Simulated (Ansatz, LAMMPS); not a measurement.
# Glassy 63GeO2-37SiO2 (mol %) (105 atoms) under strain: runs compared

How stiff is glassy 63GeO2-37SiO2 (mol %) (105 atoms), and how do its levels respond to strain?

Computed with Ansatz 0.2.0: Kohn-Sham DFT, PBE, PAW (set soft_2), plane waves.

## 1. The cell as built

The cell holds 105 atoms: 22 Ge, 13 Si and 70 O. Cell: a = 11.996 Å, b = 11.996 Å, c = 11.996 Å, α = 90.0°, β = 90.0°, γ = 90.0°. 105 atoms (22 Ge, 13 Si, 70 O) placed at random at 3.15 g/cm³, melted at 4000 K for 10 ps at fixed volume with the Morse and Coulomb pair potential with partial charges (Pedone, Malavasi, Menziani, Cormack and Segre, J. Phys. Chem. B 110, 11780 (2006)). Quenched from 4000 K to 300 K at 25 K/ps and fixed volume, held 10 ps at zero pressure, then minimised at fixed cell.

Limits known from the start: The quench rate of 25 K/ps is many orders above laboratory rates, so the cell is likely richer in defects and strain than a real sample. The network of bonds at the start is that of the classical potential that made the cell, and needn't be the one that DFT or experiment would give. The Brillouin zone is sampled at Γ only.

## 2. The reference run

The reference is a single point at the end of the relaxation.

Every strained cell starts from the geometry of this run, and its atoms are relaxed with the cell held.

Its input, with most atom lines left out:

```yaml
crystal:
  lattice:
    - [11.91836, -0.03344, -0.0907]
    - [-0.03344, 11.80947, -0.22569]
    - [-0.0907, -0.22569, 11.43238]
  atoms:
    - { symbol: Ge, position: [0.56491, 0.2953, 0.4245] }
    - { symbol: Ge, position: [0.05809, 0.62433, 0.24556] }
    - { symbol: Ge, position: [0.74274, 0.77809, 0.78274] }
    - { symbol: Ge, position: [0.69033, 0.13584, 0.2334] }
    - { symbol: Ge, position: [0.74552, 0.39161, 0.61563] }
    - { symbol: Ge, position: [0.1591, 0.78589, 0.63026] }
    - { symbol: Ge, position: [0.91539, 0.61408, 0.63122] }
    [... atom lines 8 to 105 left out ...]
kpoints:
  mp_grid: { grid: [1, 1, 1] }
hamiltonian:
  xc: pbe
scf:
  occupations: { method: fixed }
output:
  forces: true
  stress: true
  populations: intrinsic
  dos:
    method: { smearing: { sigma: 0.08 } }
    de: 0.1
    projected: { site_lists: { Ge: [Ge], O: [O], Si: [Si] } }
  eigenvalues: true
  write_density: true
  write_potential: true
  volumetric_format: npy
  elf: true
```

```
free energy per atom   : -1357.2154 eV/atom
r.m.s. force component : 0.0048 eV/Å
pressure               : -0.006297 GPa
```

Filled and empty levels are parted by 2.58 eV (at Γ alone); a semilocal functional tends to put such gaps too low. In a disordered cell it changes from sample to sample, and tail or defect levels can set it.

## 3. The runs

Each row is one run, on 4 threads of Intel Xeon at 2.80GHz (Skylake/Cascade Lake), shared host. The free energy is the program's total, comparable only between runs with the same functional, potentials and atoms.

| run | atoms | outcome | ionic steps, all passes | free energy (eV) | time | host memory (GiB) |
| --- | --- | --- | --- | --- | --- | --- |
| Single point at the start | 105 | converged | - | -142498.587 | 17 s | 2.4 |
| Cell and atoms relaxed | 105 | converged | 14 | -142507.615 | 5.8 min | 2.4 |
| Single point at the relaxed geometry | 105 | converged | - | -142507.615 | 35 s | 2.4 |
| Volume -3 % | 105 | converged | 6 | -142507.455 | 2.6 min | 2.4 |
| Volume +3 % | 105 | converged | 10 | -142507.432 | 4.4 min | 2.5 |
| Volume -6 % | 105 | converged | 12 | -142507.211 | 4.3 min | 2.3 |
| Volume +6 % | 105 | converged | 10 | -142506.941 | 4.1 min | 2.5 |
| Volume -10 % | 105 | converged | 10 | -142506.090 | 3.8 min | 2.2 |
| Stretched by 1 % along x | 105 | converged | 5 | -142507.575 | 2.5 min | 2.4 |
| Compressed by 1 % along x | 105 | converged | 5 | -142507.580 | 2.3 min | 2.4 |
| Sheared by 2 % in xy | 105 | converged | 6 | -142507.552 | 2.7 min | 2.4 |

In some runs the program notes that the exchange-correlation potential is rough where the density is thin and the SCF threshold is loose for the stress.

## 4. Pressure against volume

Atoms are relaxed at each volume, in the scaled cell.

| volume change (%) | volume (Å³/atom) | energy change (meV/atom) | pressure (GPa) | largest move on relaxing (Å) | bonds | gap (eV) |
| --- | --- | --- | --- | --- | --- | --- |
| -10 | 13.786 | 14.52 | 3.84 | 0.76 | 141 | 2.52 |
| -6 | 14.399 | 3.85 | 1.73 | 0.75 | 141 | 2.42 |
| -3 | 14.858 | 1.52 | 1.13 | 0.13 | 140 | 2.63 |
| +0 | 15.318 | 0.00 | -0.01 | - | 140 | 2.58 |
| +3 | 15.777 | 1.74 | -1.14 | 0.18 | 140 | 2.51 |
| +6 | 16.237 | 6.41 | -2.21 | 0.45 | 140 | 2.42 |

## 5. Uniaxial strain and shear

Stress (GPa, compression positive) less that of the relaxed cell, atoms relaxed:

| strain | xx | yy | zz | xy | energy change (meV/atom) |
| --- | --- | --- | --- | --- | --- |
| stretched by 1 % along x | -0.671 | -0.309 | -0.211 | 0.013 | 0.38 |
| compressed by 1 % along x | 0.663 | 0.284 | 0.149 | -0.012 | 0.33 |
| sheared by 2 % in xy | -0.041 | 0.048 | -0.062 | -0.559 | 0.60 |

## 6. Outcome

The bulk modulus, from the slope of pressure against ln V over the three points nearest the relaxed volume, is 37.7 GPa; between neighbouring points the slope runs 49, 19, 37, 38 and 37 GPa from the smallest volume up, without a steady fall, so no pressure derivative is given. The count of bonds runs from 140 to 141 over the series, so at some points contacts cross the cutoffs. At -10 % and -6 % some atom moved by over 0.5 Å on relaxing, so those points may sit in another local minimum. The gap goes from 2.52 eV at the smallest volume to 2.42 eV at the largest, not monotonically (lowest 2.42, highest 2.63 eV), on the run's k-points. In the Cartesian axes of the cell, finite differences give C11 = 66.7, C12 = 29.7, C13 = 18.0 and C66 = 27.9 GPa (the shear of 2 % is the engineering strain, εxy = 0.01). The mean of C11, C12 and C13, which equals the bulk modulus in a cubic or isotropic solid, is 38.1 GPa: it agrees with the bulk modulus within 10 %. For an isotropic solid C66 would equal (C11 − C12)/2 = 18.5 GPa; so small a sample needn't be isotropic, and C66 rests on one shear. The two differ too much for isotropic moduli to be formed.

**Limits.** Strains are finite and relaxations stop at the force tolerance of the input, which can leave moduli too stiff; they are those of a static cell at zero temperature. Volumes are changed with the cell's shape held, so in an anisotropic solid the modulus lies over the one under free hydrostatic load. The program notes that the SCF threshold of the relaxations is loose for the stress.

The DFT runs together took 33 min of wall time.

[Logs are printed without paths, hosts, clocks, repeated set-up lines and the standing remarks that a program may print on its own settings, such as how far it seeks lower states.]

[Hosts, paths, dates, database ids (printed as entryN), source tags and the programs' standing remarks are cut or masked in the printed files.]
